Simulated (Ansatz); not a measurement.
**ZnIrCl6, from a guessed structure to a relaxed one**

Starting from a made-up structure for ZnIrCl6, the aim is the relaxed cell, its shortest contacts and, where a second run follows, its electronic structure.

Program: Ansatz 0.2.0. Level of theory: DFT, PBE, plane-wave PAW, files of the set soft_1, scalar-relativistic, no spin, cell and ions relaxed at zero pressure; PAW set soft_1, in the first sound run; inputs show where later runs differ. Results are calculated unless marked as measured.

### Step 1. Set-up

Symmetry: R-3, No. 148, trigonal system. The conventional cell has a = 6.320 Å, b = 6.320 Å, c = 17.600 Å, α = 90.00°, β = 90.00°, γ = 120.00°. Nearest to Ir lie 6 Cl at 2.35 Å. Nearest to Zn lie 6 Cl at 2.66 Å. Nearest to Cl lie 1 Ir at 2.35 Å and 1 Zn at 2.66 Å. Farther neighbours and most contacts between anions are not listed.

Coordinates:

```cif
data_structure
_symmetry_space_group_name_H-M 'R-3:H'
_symmetry_Int_Tables_number 148
_cell_length_a 6.3200
_cell_length_b 6.3200
_cell_length_c 17.6000
_cell_angle_alpha 90.000
_cell_angle_beta 90.000
_cell_angle_gamma 120.000
_cell_volume 608.80
loop_
_atom_site_label
_atom_site_type_symbol
_atom_site_symmetry_multiplicity
_atom_site_Wyckoff_symbol
_atom_site_fract_x
_atom_site_fract_y
_atom_site_fract_z
_atom_site_occupancy
Ir1 Ir 3 a 0.00000 0.00000 0.00000 1
Zn1 Zn 3 b 0.33333 0.66667 0.16667 1
Cl1 Cl 18 f 0.64587 0.01413 0.25943 1
```

### Step 2. Relaxation of the guess

The guess takes its coordinates from another compound and its volume from a rule, so the cell and any free coordinates are relaxed together.

input.yaml

```yaml
crystal:
  lattice:
    - [3.16, 1.824426851, 5.866666667]
    - [-3.16, 1.824426851, 5.866666667]
    - [0.0, -3.648853701, 5.866666667]
  atoms:
    - { symbol: Ir, position: [0.0, 0.0, 0.0] }
    - { symbol: Zn, position: [0.5, 0.5, 0.5] }
    - { symbol: Cl, position: [0.3723, 0.0947, 0.7547] }
    - { symbol: Cl, position: [0.0947, 0.7547, 0.3723] }
    - { symbol: Cl, position: [0.7547, 0.3723, 0.0947] }
    - { symbol: Cl, position: [0.6277, 0.9053, 0.2453] }
    - { symbol: Cl, position: [0.9053, 0.2453, 0.6277] }
    - { symbol: Cl, position: [0.2453, 0.6277, 0.9053] }
kpoints:
  mp_grid: { grid: [5, 5, 5] }
scf:
  occupations: { method: fermi_dirac, width: 0.05 }
hamiltonian:
  xc: pbe
  pseudopotentials: { kind: paw, azcp: { folder: soft_1 } }
relax:
  f_tol: 0.015
  max_steps: 70
  cell: {}
output:
  forces: true
  stress: true
```

Run with:

```console
$ ansatz run input.yaml --threads 4 --pin off --max-ram 10240MiB --backend cpu --events-out ev --progress --plain --runs-dir out
```

Numbers of over 12 decimals in the logs are rounded to 6 here.

The log of the run:

```text
Engine: ansatz 0.2.0, x86_64-unknown-linux-gnu
Pseudopotentials: kind: paw
Pseudopotential: Ir, paw, valence charge 17, recommended cutoff 420 eV (normal), soft_1/Ir.paw.azcp
Pseudopotential: Zn, paw, valence charge 12, recommended cutoff 420 eV (normal), soft_1/Zn.paw.azcp
Pseudopotential: Cl, paw, valence charge 7, recommended cutoff 420 eV (normal), soft_1/Cl.paw.azcp
Functional definition: PBE
  parameter kappa = 0.804
  parameter beta = 0.066725
  exchange = pbe_x(kappa = kappa, mu = beta*pi^2/3)
  correlation = pbe_c(beta = beta)
Crystal: 8 atoms, lattice volume = 202.935 Å³
Basis set: ecut = 420 eV, 3973 PW (Γ), exchange–correlation on 96×96×96 points (8 copies of the dense FFT grid, shifted against one another)
Bands: 44, of which v1, the nominal top of the filled ones, is band 36 counted from 1 (35 counted from 0)
Symmetry: 6 space group operations
Space group: R-3 (ITA 148), of the structure as read, at distance tolerance 5.9e-5 Å
k-points: 23 of 125
Non-local potential: Ir, projectors of the file, l = 0: 3, l = 1: 2, l = 2: 2, l = 3: 1
Non-local potential: Zn, projectors of the file, l = 0: 2, l = 1: 2, l = 2: 3, l = 3: 1
Non-local potential: Cl, projectors of the file, l = 0: 2, l = 1: 2, l = 2: 1
PAW form: soft (Blöchl's): semilocal exchange-correlation on the pseudo side does not see the compensation charge
PAW one-centre angular grid: Ir, 590 points (default); XC on 64 Gauss nodes
PAW one-centre angular grid: Zn, 590 points (default); XC on 64 Gauss nodes
PAW one-centre angular grid: Cl, 110 points (default); XC on 64 Gauss nodes
Initial density: superposition of atomic densities (chi_scale 0.1, normalization cell, long waves kept (reshape's long-wave potential 0.05 eV rms))
Initial wavefunctions: pseudopotential atomic-orbital guess
Functional: x = pbe(κ = 0.804, μ = 0.219515), c = pbe(β = 0.066725)
SCF iter   1: F=—  HF=-21739.988191 eV  |F-HF|=—  |Δ(HF+E_count)|=         —  Δρ=7.58e-2  dr2=1.36e1  ethr=3.10e-3  ⟨swp⟩=9.5  Hψ=5170  notcnv=0  defer=4
preconditioner: auto → LDOS  [metal: Δε(μ)=0.027 eV  Ē_g=10.905 eV  σ=0.050 eV  W_gap=0.13  n_scr=46 (ndim 8)  ℏωp=20.7 eV  f_vac=0.081  D(μ)=8.86/eV (n_scr^D=70)  β→1.0]
SCF iter   2: F=—  HF=-21741.818261 eV  |F-HF|=—  |Δ(HF+E_count)|=    1.83e0  Δρ=1.69e-1  dr2=4.66e1  ethr=3.10e-3  ⟨swp⟩=4.2  Hψ=2370  notcnv=0  defer=70  recentre
SCF iter   3: F=—  HF=-21737.926225 eV  |F-HF|=—  |Δ(HF+E_count)|=    3.89e0  Δρ=4.15e-2  dr2=3.68e0  ethr=3.10e-3  ⟨swp⟩=3.7  Hψ=2716  notcnv=0  defer=41
SCF iter   4: F=—  HF=-21737.098276 eV  |F-HF|=—  |Δ(HF+E_count)|=   8.28e-1  Δρ=7.14e-3  dr2=7.77e-2  ethr=3.10e-3  ⟨swp⟩=3.0  Hψ=2034  notcnv=0  defer=63
SCF iter   5: F=—  HF=-21737.082457 eV  |F-HF|=—  |Δ(HF+E_count)|=   1.58e-2  Δρ=1.72e-3  dr2=5.70e-3  ethr=1.09e-4  ⟨swp⟩=2.3  Hψ=1918  notcnv=0  defer=69
SCF iter   6: F=—  HF=-21737.081666 eV  |F-HF|=—  |Δ(HF+E_count)|=   7.92e-4  Δρ=5.86e-4  dr2=6.00e-4  ethr=8.03e-6  ⟨swp⟩=3.5  Hψ=1747  notcnv=0  defer=69
SCF iter   7: F=—  HF=-21737.081665 eV  |F-HF|=—  |Δ(HF+E_count)|=   9.57e-7  Δρ=1.95e-4  dr2=8.24e-5  ethr=8.45e-7  ⟨swp⟩=2.5  Hψ=1765  notcnv=0  defer=69
SCF iter   8: F=—  HF=-21737.081694 eV  |F-HF|=—  |Δ(HF+E_count)|=   2.91e-5  Δρ=8.96e-5  dr2=1.37e-5  ethr=1.16e-7  ⟨swp⟩=2.1  Hψ=1165  notcnv=0  defer=69
SCF iter   9: F=—  HF=-21737.081691 eV  |F-HF|=—  |Δ(HF+E_count)|=   3.13e-6  Δρ=2.87e-5  dr2=1.62e-6  ethr=1.93e-8  ⟨swp⟩=2.2  Hψ=1165  notcnv=0  defer=69
SCF iter  10: F=-21737.081690 eV  HF=-21737.081690 eV  |F-HF|=2.83e-9  |Δ(HF+E_count)|=   4.23e-7  Δρ=3.76e-6  dr2=2.10e-8  ethr=1.41e-10  ⟨swp⟩=4.0  Hψ=4685  notcnv=0
SCF 1 converged in 10 iterations: F = -21737.081690 eV  dr2 = 2.10e-8
  greatest PAW one-centre occupation: 1.000 electrons in one spin orbital (limit 2), on the Ir atom at site 0 (counted from 0), in its partial waves of l = 0
relax step   1: F+E_penalty+E_count = -21737.08169027 eV  Δ(F+E_penalty+E_count) = +0.000e0 eV  max|allowed force component| = 3.887e-1 eV/Å  Δτ_max = 0.0000 Å  P = -2.766 GPa  Ω = 202.935 Å³  (10 SCF iters, dr2 threshold 1.00e-7 eV, accepted)
Crystal: 8 atoms, lattice volume = 184.178 Å³
Basis set: ecut = 420 eV, 3619 PW (Γ), exchange–correlation on 96×96×96 points (8 copies of the dense FFT grid, shifted against one another)
Initial density: handed on by an earlier stage of this run
Initial wavefunctions: those handed on with the density
iter 1 solved again at ethr=3.40e-4 eV; its pass at ethr=3.10e-3 eV (dr2=2.42e-1 eV) is discarded
SCF iter   1: F=—  HF=-21737.566201 eV  |F-HF|=—  |Δ(HF+E_count)|=         —  Δρ=1.12e-2  dr2=2.41e-1  ethr=3.40e-4  ⟨swp⟩=2.8  Hψ=6160  notcnv=0
preconditioner: auto → LDOS  [metal: Δε(μ)=0.026 eV  Ē_g=10.912 eV  σ=0.050 eV  W_gap=0.13  n_scr=46 (ndim 8)  ℏωp=21.7 eV  f_vac=0.046  D(μ)=6.24/eV (n_scr^D=58)  β→1.0]
SCF iter   2: F=—  HF=-21737.551035 eV  |F-HF|=—  |Δ(HF+E_count)|=   1.52e-2  Δρ=8.47e-3  dr2=1.50e-1  ethr=3.40e-4  ⟨swp⟩=4.1  Hψ=2043  notcnv=0
SCF iter   3: F=—  HF=-21737.518822 eV  |F-HF|=—  |Δ(HF+E_count)|=   3.22e-2  Δρ=3.81e-3  dr2=4.24e-2  ethr=2.12e-4  ⟨swp⟩=3.0  Hψ=2000  notcnv=0  defer=79
SCF iter   4: F=—  HF=-21737.514692 eV  |F-HF|=—  |Δ(HF+E_count)|=   4.13e-3  Δρ=2.73e-3  dr2=2.03e-2  ethr=5.98e-5  ⟨swp⟩=2.0  Hψ=1601  notcnv=0  defer=79
SCF iter   5: F=—  HF=-21737.512020 eV  |F-HF|=—  |Δ(HF+E_count)|=   2.67e-3  Δρ=1.50e-3  dr2=7.03e-3  ethr=2.86e-5  ⟨swp⟩=2.0  Hψ=1318  notcnv=0  defer=79
SCF iter   6: F=—  HF=-21737.511072 eV  |F-HF|=—  |Δ(HF+E_count)|=   9.48e-4  Δρ=4.41e-4  dr2=4.74e-4  ethr=9.90e-6  ⟨swp⟩=2.8  Hψ=1530  notcnv=0  defer=79
SCF iter   7: F=—  HF=-21737.511045 eV  |F-HF|=—  |Δ(HF+E_count)|=   2.63e-5  Δρ=1.65e-4  dr2=3.20e-5  ethr=6.68e-7  ⟨swp⟩=2.0  Hψ=1526  notcnv=0  defer=79
SCF iter   8: F=—  HF=-21737.511047 eV  |F-HF|=—  |Δ(HF+E_count)|=   2.10e-6  Δρ=2.92e-5  dr2=1.93e-6  ethr=4.51e-8  ⟨swp⟩=2.4  Hψ=1749  notcnv=0  defer=79
SCF iter   9: F=-21737.511047 eV  HF=-21737.511047 eV  |F-HF|=6.28e-9  |Δ(HF+E_count)|=   5.76e-8  Δρ=7.49e-6  dr2=1.06e-7  ethr=1.13e-9  ⟨swp⟩=5.0  Hψ=3888  notcnv=0
SCF 2 converged in 9 iterations: F = -21737.511047 eV  dr2 = 1.06e-7
relax step   2: F+E_penalty+E_count = -21737.51104733 eV  Δ(F+E_penalty+E_count) = -4.294e-1 eV  max|allowed force component| = 1.124e-1 eV/Å  Δτ_max = 0.1409 Å  P = -1.116 GPa  Ω = 184.178 Å³  energy of the carried Pulay correction = +3.423e-3 eV  (9 SCF iters, dr2 threshold 8.00e-7 eV, accepted)
Crystal: 8 atoms, lattice volume = 169.293 Å³
Basis set: ecut = 420 eV, 3317 PW (Γ), exchange–correlation on 96×96×96 points (8 copies of the dense FFT grid, shifted against one another)
iter 1 solved again at ethr=2.79e-4 eV; its pass at ethr=3.10e-3 eV (dr2=1.98e-1 eV) is discarded
SCF iter   1: F=—  HF=-21737.579731 eV  |F-HF|=—  |Δ(HF+E_count)|=         —  Δρ=9.77e-3  dr2=1.99e-1  ethr=2.79e-4  ⟨swp⟩=3.3  Hψ=6311  notcnv=0
preconditioner: auto → LDOS  [metal: Δε(μ)=0.010 eV  Ē_g=11.109 eV  σ=0.050 eV  W_gap=0.05  n_scr=34 (ndim 8)  ℏωp=22.7 eV  f_vac=0.025  D(μ)=5.39/eV (n_scr^D=46)  β→1.0]
SCF iter   2: F=—  HF=-21737.559832 eV  |F-HF|=—  |Δ(HF+E_count)|=   1.99e-2  Δρ=6.51e-3  dr2=1.04e-1  ethr=2.79e-4  ⟨swp⟩=4.2  Hψ=2165  notcnv=0
SCF iter   3: F=—  HF=-21737.543997 eV  |F-HF|=—  |Δ(HF+E_count)|=   1.58e-2  Δρ=3.83e-3  dr2=3.66e-2  ethr=1.46e-4  ⟨swp⟩=3.0  Hψ=1978  notcnv=0  defer=87
SCF iter   4: F=—  HF=-21737.540571 eV  |F-HF|=—  |Δ(HF+E_count)|=   3.43e-3  Δρ=2.60e-3  dr2=1.71e-2  ethr=5.16e-5  ⟨swp⟩=2.0  Hψ=1596  notcnv=0  defer=87
SCF iter   5: F=—  HF=-21737.537595 eV  |F-HF|=—  |Δ(HF+E_count)|=   2.98e-3  Δρ=1.15e-3  dr2=3.95e-3  ethr=2.41e-5  ⟨swp⟩=2.0  Hψ=1343  notcnv=0  defer=87
SCF iter   6: F=—  HF=-21737.537024 eV  |F-HF|=—  |Δ(HF+E_count)|=   5.71e-4  Δρ=2.54e-4  dr2=1.08e-4  ethr=5.56e-6  ⟨swp⟩=2.2  Hψ=1473  notcnv=0  defer=87
SCF iter   7: F=—  HF=-21737.537050 eV  |F-HF|=—  |Δ(HF+E_count)|=   2.54e-5  Δρ=1.07e-4  dr2=1.63e-5  ethr=1.52e-7  ⟨swp⟩=2.3  Hψ=1554  notcnv=0  defer=87
SCF iter   8: F=—  HF=-21737.537049 eV  |F-HF|=—  |Δ(HF+E_count)|=   4.02e-7  Δρ=2.30e-5  dr2=9.31e-7  ethr=2.30e-8  ⟨swp⟩=2.0  Hψ=1505  notcnv=0  defer=87
SCF iter   9: F=-21737.537049 eV  HF=-21737.537049 eV  |F-HF|=1.36e-8  |Δ(HF+E_count)|=   1.15e-7  Δρ=5.50e-6  dr2=4.34e-8  ethr=1.13e-9  ⟨swp⟩=5.0  Hψ=4246  notcnv=0
SCF 3 converged in 9 iterations: F = -21737.537049 eV  dr2 = 4.34e-8
relax step   3: F+E_penalty+E_count = -21737.53704923 eV  Δ(F+E_penalty+E_count) = -2.600e-2 eV  max|allowed force component| = 9.777e-2 eV/Å  Δτ_max = 0.0919 Å  P = +1.229 GPa  Ω = 169.293 Å³  energy of the carried Pulay correction = +6.582e-3 eV  (9 SCF iters, dr2 threshold 8.00e-7 eV, accepted)
Crystal: 8 atoms, lattice volume = 175.668 Å³
Basis set: ecut = 420 eV, 3397 PW (Γ), exchange–correlation on 96×96×96 points (8 copies of the dense FFT grid, shifted against one another)
iter 1 solved again at ethr=4.78e-5 eV; its pass at ethr=3.10e-3 eV (dr2=3.39e-2 eV) is discarded
SCF iter   1: F=—  HF=-21737.573781 eV  |F-HF|=—  |Δ(HF+E_count)|=         —  Δρ=3.64e-3  dr2=3.32e-2  ethr=4.78e-5  ⟨swp⟩=3.1  Hψ=5846  notcnv=0
preconditioner: auto → LDOS  [metal: Δε(μ)=0.043 eV  Ē_g=10.982 eV  σ=0.050 eV  W_gap=0.21  n_scr=34 (ndim 8)  ℏωp=22.2 eV  f_vac=0.037  D(μ)=5.98/eV (n_scr^D=52)  β→1.0]
SCF iter   2: F=—  HF=-21737.570413 eV  |F-HF|=—  |Δ(HF+E_count)|=   3.37e-3  Δρ=2.57e-3  dr2=1.85e-2  ethr=4.68e-5  ⟨swp⟩=3.0  Hψ=1856  notcnv=0
SCF iter   3: F=—  HF=-21737.568199 eV  |F-HF|=—  |Δ(HF+E_count)|=   2.21e-3  Δρ=1.71e-3  dr2=7.49e-3  ethr=2.61e-5  ⟨swp⟩=2.0  Hψ=1851  notcnv=0  defer=37
SCF iter   4: F=—  HF=-21737.567483 eV  |F-HF|=—  |Δ(HF+E_count)|=   7.16e-4  Δρ=1.15e-3  dr2=3.70e-3  ethr=1.05e-5  ⟨swp⟩=2.0  Hψ=1116  notcnv=0  defer=37
SCF iter   5: F=—  HF=-21737.566886 eV  |F-HF|=—  |Δ(HF+E_count)|=   5.97e-4  Δρ=5.33e-4  dr2=8.99e-4  ethr=5.21e-6  ⟨swp⟩=2.5  Hψ=1339  notcnv=0  defer=37
SCF iter   6: F=—  HF=-21737.566740 eV  |F-HF|=—  |Δ(HF+E_count)|=   1.45e-4  Δρ=1.35e-4  dr2=3.25e-5  ethr=1.27e-6  ⟨swp⟩=2.6  Hψ=1475  notcnv=0  defer=37
SCF iter   7: F=—  HF=-21737.566768 eV  |F-HF|=—  |Δ(HF+E_count)|=   2.73e-5  Δρ=4.34e-5  dr2=3.10e-6  ethr=4.57e-8  ⟨swp⟩=2.2  Hψ=1539  notcnv=0  defer=37
SCF iter   8: F=-21737.566768 eV  HF=-21737.566768 eV  |F-HF|=9.77e-9  |Δ(HF+E_count)|=   5.52e-8  Δρ=7.52e-6  dr2=8.41e-8  ethr=1.13e-9  ⟨swp⟩=5.0  Hψ=4165  notcnv=0
SCF 4 converged in 8 iterations: F = -21737.566768 eV  dr2 = 8.41e-8
relax step   4: F+E_penalty+E_count = -21737.56676765 eV  Δ(F+E_penalty+E_count) = -2.972e-2 eV  max|allowed force component| = 3.314e-2 eV/Å  Δτ_max = 0.0281 Å  P = -0.240 GPa  Ω = 175.668 Å³  energy of the carried Pulay correction = +5.174e-3 eV  (8 SCF iters, dr2 threshold 8.00e-7 eV, accepted)
Crystal: 8 atoms, lattice volume = 175.346 Å³
Basis set: ecut = 420 eV, 3361 PW (Γ), exchange–correlation on 96×96×96 points (8 copies of the dense FFT grid, shifted against one another)
iter 1 solved again at ethr=1.12e-7 eV; its pass at ethr=3.10e-3 eV (dr2=7.95e-5 eV) is discarded
SCF iter   1: F=—  HF=-21737.567544 eV  |F-HF|=—  |Δ(HF+E_count)|=         —  Δρ=3.40e-4  dr2=7.73e-5  ethr=1.12e-7  ⟨swp⟩=3.0  Hψ=5540  notcnv=0
preconditioner: auto → LDOS  [metal: Δε(μ)=0.043 eV  Ē_g=11.010 eV  σ=0.050 eV  W_gap=0.20  n_scr=34 (ndim 8)  ℏωp=22.3 eV  f_vac=0.036  D(μ)=5.88/eV (n_scr^D=52)  β→1.0]
SCF iter   2: F=—  HF=-21737.567538 eV  |F-HF|=—  |Δ(HF+E_count)|=   5.82e-6  Δρ=1.20e-4  dr2=2.02e-5  ethr=1.09e-7  ⟨swp⟩=2.2  Hψ=1727  notcnv=0
SCF iter   3: F=—  HF=-21737.567533 eV  |F-HF|=—  |Δ(HF+E_count)|=   5.24e-6  Δρ=6.40e-5  dr2=4.38e-6  ethr=2.85e-8  ⟨swp⟩=2.9  Hψ=2219  notcnv=0
SCF iter   4: F=—  HF=-21737.567531 eV  |F-HF|=—  |Δ(HF+E_count)|=   1.79e-6  Δρ=1.73e-5  dr2=6.64e-7  ethr=6.17e-9  ⟨swp⟩=2.3  Hψ=1570  notcnv=0
SCF iter   5: F=—  HF=-21737.567531 eV  |F-HF|=—  |Δ(HF+E_count)|=   1.19e-7  Δρ=8.83e-6  dr2=2.83e-7  ethr=2.38e-10  ⟨swp⟩=5.3  Hψ=4141  notcnv=0
SCF iter   6: F=-21737.567531 eV  HF=-21737.567531 eV  |F-HF|=1.06e-7  |Δ(HF+E_count)|=   1.96e-8  Δρ=6.55e-6  dr2=1.21e-7  ethr=2.38e-10  ⟨swp⟩=4.0  Hψ=3341  notcnv=0
SCF 5 converged in 6 iterations: F = -21737.567531 eV  dr2 = 1.21e-7
relax step   5: F+E_penalty+E_count = -21737.56753053 eV  Δ(F+E_penalty+E_count) = -7.629e-4 eV  max|allowed force component| = 5.443e-3 eV/Å  Δτ_max = 0.0050 Å  P = +0.004 GPa  Ω = 175.346 Å³  energy of the carried Pulay correction = +5.243e-3 eV  (6 SCF iters, dr2 threshold 1.69e-7 eV, accepted)
Basis set: ecut = 420 eV, 3361 PW (Γ), exchange–correlation on 90×90×90 points (8 copies of the dense FFT grid, shifted against one another)
Initial wavefunctions: pseudopotential atomic-orbital guess (no wavefunctions were taken with the density)
iter 1 solved again at ethr=2.13e-6 eV; its pass at ethr=3.10e-3 eV (dr2=1.52e-3 eV) is discarded
SCF iter   1: F=—  HF=-21737.562968 eV  |F-HF|=—  |Δ(HF+E_count)|=         —  Δρ=2.57e-4  dr2=3.51e-5  ethr=2.13e-6  ⟨swp⟩=3.3  Hψ=8100  notcnv=0
preconditioner: auto → LDOS  [metal: Δε(μ)=0.043 eV  Ē_g=11.010 eV  σ=0.050 eV  W_gap=0.21  n_scr=34 (ndim 8)  ℏωp=22.3 eV  f_vac=0.035  D(μ)=5.88/eV (n_scr^D=52)  β→1.0]
SCF iter   2: F=—  HF=-21737.563020 eV  |F-HF|=—  |Δ(HF+E_count)|=   5.23e-5  Δρ=3.42e-4  dr2=1.14e-4  ethr=4.94e-8  ⟨swp⟩=2.1  Hψ=1762  notcnv=0
SCF iter   3: F=—  HF=-21737.562997 eV  |F-HF|=—  |Δ(HF+E_count)|=   2.28e-5  Δρ=2.60e-4  dr2=5.89e-5  ethr=4.94e-8  ⟨swp⟩=3.0  Hψ=1702  notcnv=0
SCF iter   4: F=—  HF=-21737.562969 eV  |F-HF|=—  |Δ(HF+E_count)|=   2.78e-5  Δρ=1.04e-4  dr2=1.01e-5  ethr=4.94e-8  ⟨swp⟩=2.0  Hψ=1300  notcnv=0
SCF iter   5: F=—  HF=-21737.562963 eV  |F-HF|=—  |Δ(HF+E_count)|=   6.08e-6  Δρ=2.33e-5  dr2=4.80e-7  ethr=1.42e-8  ⟨swp⟩=2.0  Hψ=1300  notcnv=0
SCF iter   6: F=—  HF=-21737.562994 eV  |F-HF|=—  |Δ(HF+E_count)|=   3.04e-5  Δρ=2.50e-6  dr2=9.12e-9  ethr=6.76e-10  ⟨swp⟩=2.0  Hψ=1481  notcnv=0
SCF iter   7: F=—  HF=-21737.562994 eV  |F-HF|=—  |Δ(HF+E_count)|=   2.63e-9  Δρ=8.43e-7  dr2=2.21e-9  ethr=1.28e-11  ⟨swp⟩=2.1  Hψ=1568  notcnv=0
SCF iter   8: F=—  HF=-21737.562994 eV  |F-HF|=—  |Δ(HF+E_count)|=  2.69e-10  Δρ=3.74e-7  dr2=4.40e-10  ethr=3.11e-12  ⟨swp⟩=1.8  Hψ=1073  notcnv=0
SCF iter   9: F=-21737.562994 eV  HF=-21737.562994 eV  |F-HF|=2.55e-11  |Δ(HF+E_count)|=  5.46e-11  Δρ=1.69e-7  dr2=3.89e-11  ethr=1.00e-12  ⟨swp⟩=3.7  Hψ=4152  notcnv=0
SCF 6 converged in 9 iterations: F = -21737.562994 eV  dr2 = 3.89e-11
relax step   6: F+E_penalty+E_count = -21737.56299378 eV  Δ(F+E_penalty+E_count) = +4.537e-3 eV  max|allowed force component| = 5.250e-3 eV/Å  Δτ_max = 0.0000 Å  P = -0.007 GPa  Ω = 175.346 Å³  stress off target by 1.28e-2 GPa  SCF on the basis re-selected at this cell (its energy is not comparable with the rows above)  (9 SCF iters)
basis re-selected at this cell: Δ(F+E_penalty+E_count) = +4.537e-3 eV, ΔP = -0.011 GPa vs the last step (what re-selecting the basis moved, of the pressure what is left beyond the Pulay correction that the steps carried, after the strain that the cell walked since its last selection, with what the two solves' SCF thresholds leave and, on support functions, any second-order correction that the steps lacked; it is no measure of the basis error at this ecutwfc). The dense FFT grid was sized anew with the basis: this SCF ran on 45×45×45 points, the steps before it on 48×48×48, so part of this shift can come from that change (see relax.cell in the input reference). [rest of the remark cut]
SCF converged after 9 iterations
Free energy (F): -21737.562994 eV
Harris-Foulkes:  -21737.562994 eV  (|F-HF|=2.55e-11)
Internal energy: -21737.514878 eV  (E = F + TS)
E sigma→0 (E₀):  -21737.538936 eV
Entropy (-TS):   -0.048116 eV (-6.015 meV/atom)
Fermi energy:    4.814331 eV
--- Per-component energies (eV) ---
  E_band       = -488.627569
  E_kinetic    = 1597.029830
  E_local      = -6312.701999  (includes V_loc(G=0)·N_el)
  E_nonlocal   = 1202.176192
  E_hartree    = 2372.988818
  E_xc         = -948.396510
  E_vxc        = -999.945460  (∫ρ·V_xc dr)
  E_paw        = -15119.637328  (= ΣΔE_a)
  E_vpaw       = -721.164484  (= ΣTr[D̂ρ^β])
  E_aug_tail   = 0.000701  (compensation charges beyond the density's cutoff)
  E_ewald      = -4528.974582
  E_smearing   = -0.048116  (= −TS)
  E_closure    = 0.000000  (closes the sum)
  Σ components = -21737.562994   (vs F -21737.562994, Δ=0.00e0)
--- Forces (eV/Å), atoms counted from 1 ---
  atom   1  Ir     0.00000000     0.00000000    -0.00000000
  atom   2  Zn    -0.00000000     0.00000000     0.00000000
  atom   3  Cl    -0.00147726     0.00520947     0.00302098
  atom   4  Cl     0.00525017    -0.00132539     0.00302098
  atom   5  Cl    -0.00377290    -0.00388409     0.00302098
  atom   6  Cl     0.00147726    -0.00520947    -0.00302098
  atom   7  Cl    -0.00525017     0.00132539    -0.00302098
  atom   8  Cl     0.00377290     0.00388409    -0.00302098
  max |Σ_I F_I| component: 4.34e-18 eV/Å
--- Stress (GPa, compression-positive) ---
       -0.003608       0.000000       0.000000
       -0.000000      -0.003608      -0.000000
        0.000000      -0.000000      -0.012758
  P = ⅓ Tr σ = -0.0067 GPa (-0.067 kbar)
--- Relaxed structure (5 steps of the walk, 5 accepted, 1 SCFs on fresh bases) ---
  F+E_penalty+E_count = -21737.56299378 eV   max|allowed force component| = 5.250e-3 eV/Å   (the final SCF, on the basis selected at the relaxed cell)
  cell:  # Å, volume = 175.3460 Å³
    - [3.053171, 1.762749, 5.430040]
    - [-3.053171, 1.762749, 5.430040]
    - [-1.2371847804039226e-18, -3.525498, 5.430040]
  atoms:
    - { symbol: Ir, position: [4.387711117227711e-19, 4.559262093885519e-19, -2.65775357798139e-19] }
    - { symbol: Zn, position: [0.500000, 0.500000, 0.500000] }
    - { symbol: Cl, position: [0.397466, 0.082140, 0.765487] }
    - { symbol: Cl, position: [0.082140, 0.765487, 0.397466] }
    - { symbol: Cl, position: [0.765487, 0.397466, 0.082140] }
    - { symbol: Cl, position: [0.602534, 0.917860, 0.234513] }
    - { symbol: Cl, position: [0.917860, 0.234513, 0.602534] }
    - { symbol: Cl, position: [0.234513, 0.602534, 0.917860] }
```

It took 13 s on 4 threads of INTEL XEON PLATINUM 8581C at 2.10GHz (Emerald Rapids), shared host; peak memory 0.74 GiB; 47 s of CPU time.

This run has no spin polarisation although its electron count is odd.

Step by step:

```csv
step,energy less that of the first step (eV),largest force component (eV/Å),pressure (GPa),volume (Å³)
1,0.0000,0.3887,-2.77,202.93
2,-0.4294,0.1124,-1.12,184.18
3,-0.4554,0.0978,1.23,169.29
4,-0.4851,0.0331,-0.24,175.67
5,-0.4858,0.0054,0.00,175.35
6*,-0.4813,0.0053,-0.01,175.35
```

Relaxation steps marked * repeat the geometry before them on a plane-wave basis chosen anew for their cell, so energy and pressure can jump there.

The run keeps the 6 symmetry operations that it works with, so distortions that break them were not tested.

```csv
"conventional cell, symmetrised",before,after,change
a (Å),6.320,6.106,-3.4 %
b (Å),6.320,6.106,-3.4 %
c (Å),17.600,16.290,-7.4 %
volume (Å³/atom),25.37,21.92,-13.6 %
```

The atoms that moved most (Å, as changes of fractional coordinates times the final cell):

```csv
atom,dx,dy,dz,length
Cl7,0.071,0.092,-0.127,0.172
Cl6,-0.115,0.016,-0.127,0.172
Cl8,0.044,-0.108,-0.127,0.172
Cl5,-0.044,0.108,0.127,0.172
Cl3,0.115,-0.016,0.127,0.172
Cl4,-0.071,-0.092,0.127,0.172
```

Numbers from this step:

```yaml
free_energy: -21737.5630 eV
energy_at_zero_smearing: -21737.5389 eV
smearing_term_ts: 0.04812 eV
fermi_energy: 4.814 eV
electrons: 71
symmetry_operations: 6
pressure: -0.006658 GPa
```

(Part 1 of 2 ends here.)

[Logs are printed without paths, hosts, clocks, repeated set-up lines and the standing remarks that a program may print on its own settings, such as how far it seeks lower states.]

[Hosts, paths, dates, database ids (printed as entryN), source tags and the programs' standing remarks are cut or masked in the printed files.]
